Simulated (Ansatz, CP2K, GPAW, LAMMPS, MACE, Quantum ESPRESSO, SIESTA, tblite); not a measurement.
**Other levels on liquid Zn38Se23S15 at 2640 K (76 atoms)**

Density of this cell: 4.69 g/cm³. The cell holds 76 atoms: 38 Zn, 23 Se and 15 S. Its edges and angles: a = 11.922 Å, b = 11.922 Å, c = 11.922 Å, α = 90.0°, β = 90.0°, γ = 90.0°. 76 atoms (38 Zn, 23 Se, 15 S) placed at random at 4.69 g/cm³, melted at 2640 K for 10 ps at fixed volume with the Stillinger-Weber II-VI potential (Zhou et al., Phys. Rev. B 88, 085309 (2013)). Snapshot at the end of a hold of 5 ps at 2640 K and fixed volume.

Geometry: as built.

The reference, a calculation:

| Item | Value |
| --- | --- |
| method | Kohn-Sham DFT, PBE, SSSP efficiency 1.3.0 pseudopotentials, plane waves (Quantum ESPRESSO 7.5); sssp-pbe-1.3.0-efficiency, cutoffs 45/360 Ry, Γ point |
| r.m.s. force component | 0.7065 eV/Å |
| longest force | 3.132 eV/Å |
| pressure | -2.14 GPa |
| time | 8.1 min on 4 MPI ranks of Arm Neoverse V2, shared host |
| CPU time | 32 min |

Q: Estimate the differences from the reference, the CPU time and the memory of each run.
- MACE MPA-0 medium potential (MACE MPA-0 medium; 1 thread)
- SIESTA PBE, SZP, shift 0.01 Ry, mesh 500 Ry (SIESTA 5.4.2; 2 MPI ranks)
- GPAW PBE, LCAO sz(dzp), h 0.2 Å (GPAW 26.7.0; 1 thread)
- CP2K PBE, DZVP-MOLOPT-SR, 800/50 Ry, diagonalisation (CP2K 2026.2; 2 threads)
- MACE MP-0b2 small potential (MACE MP-0b2 small; 1 thread)
- MACE MP-0b3 medium potential (MACE MP-0b3 medium; 1 thread)
- SIESTA PBE, DZP, shift 0.01 Ry, mesh 500 Ry (SIESTA 5.4.2; 2 MPI ranks)
- CP2K PBE, DZVP-MOLOPT-SR, 560/50 Ry, diagonalisation (CP2K 2026.2; 4 MPI ranks)
- GPAW PBE, LCAO dzp, h 0.2 Å (GPAW 26.7.0; 1 thread)
- CP2K PBE, DZVP-MOLOPT-SR, 400/50 Ry, diagonalisation (CP2K 2026.2; 4 MPI ranks)

Differences are against the plane-wave reference, forces as r.m.s. over components; share is that over the reference's r.m.s. force, slope the least-squares factor from reference forces to these. Total energies of different programs have different zeros and aren't compared.

| run | Δ force, r.m.s. (meV/Å) | share (%) | slope | Δ pressure (GPa) | cores | CPU time | memory (GiB) |
| --- | --- | --- | --- | --- | --- | --- | --- |
| reference | - | - | - | - | 4 | 32 min | 4.5 |
| MACE MPA-0 medium potential | 147 | 20.9 | 0.991 | 0.299 | 1 | 5.4 s | 0.89 |
| SIESTA PBE, SZP, shift 0.01 Ry, mesh 500 Ry (coarse) | 401 | 56.7 | 1.222 | -7.59 | 2 | 4.1 min | 1.7 |
| GPAW PBE, LCAO sz(dzp), h 0.2 Å (coarse) | 345 | 48.8 | 1.119 | - | 1 | 1.9 min | 1.6 |
| CP2K PBE, DZVP-MOLOPT-SR, 800/50 Ry, diagonalisation | 40.4 | 5.72 | 1.030 | 0.650 | 2 | 6.1 min | 8.1 |
| MACE MP-0b2 small potential | 217 | 30.7 | 0.971 | 0.613 | 1 | 5.1 s | 0.68 |
| MACE MP-0b3 medium potential | 204 | 28.9 | 0.973 | 0.337 | 1 | 5.3 s | 0.9 |
| SIESTA PBE, DZP, shift 0.01 Ry, mesh 500 Ry | 237 | 33.6 | 1.118 | -2.36 | 2 | 5 min | 1.9 |
| CP2K PBE, DZVP-MOLOPT-SR, 560/50 Ry, diagonalisation (coarse) | 48.4 | 6.85 | 1.030 | 0.646 | 4 | 6.3 min | 7.1 |
| GPAW PBE, LCAO dzp, h 0.2 Å | 49.8 | 7.04 | 1.014 | - | 1 | 4.5 min | 1.9 |
| CP2K PBE, DZVP-MOLOPT-SR, 400/50 Ry, diagonalisation (coarse) | 185 | 26.2 | 1.040 | 1.22 | 4 | 5.4 min | 4.8 |

Rows marked coarse were listed beforehand as settings not expected to be converged; some can still land near the reference.

Times of the machine-learned potentials are mostly Python's start and the loading of weights.

CPU time is summed over cores on a shared host, where runs went side by side, so it is rough. Symmetry, cutoffs, thresholds, outputs and thread counts weren't matched or tuned between programs; memory under MPI is the largest rank's times the ranks.

The PBE runs in local orbitals, coarse settings apart, differ by 5.7 % (CP2K PBE, DZVP-MOLOPT-SR, 800/50 Ry, diagonalisation) to 34 % (SIESTA PBE, DZP, shift 0.01 Ry, mesh 500 Ry); basis, grid and potentials can all enter. Machine-learned potentials differ by 21 % (MACE MPA-0 medium potential) to 31 % (MACE MP-0b2 small potential); they were trained on other programs' data. Runs with settings chosen to be coarse differ by 6.8 % (CP2K PBE, DZVP-MOLOPT-SR, 560/50 Ry, diagonalisation) to 57 % (SIESTA PBE, SZP, shift 0.01 Ry, mesh 500 Ry), their programs' other errors included. Of the electronic-structure runs that take under half the reference's CPU time, CP2K PBE, DZVP-MOLOPT-SR, 800/50 Ry, diagonalisation comes nearest, at 5.7 % in 6.1 min against 32 min. Machine-learned potentials mimic data converged in k, so the reference's own k-point error enters their differences. The network of bonds at the start is that of the classical potential that made the cell, and needn't be the one that DFT or experiment would give. The electronic-structure runs sample only Γ, in a cell whose shortest periodic width is 12 Å, which is coarse for a cell with partly filled levels.

[Hosts, paths, dates, database ids (printed as entryN), source tags and the programs' standing remarks are cut or masked in the printed files.]
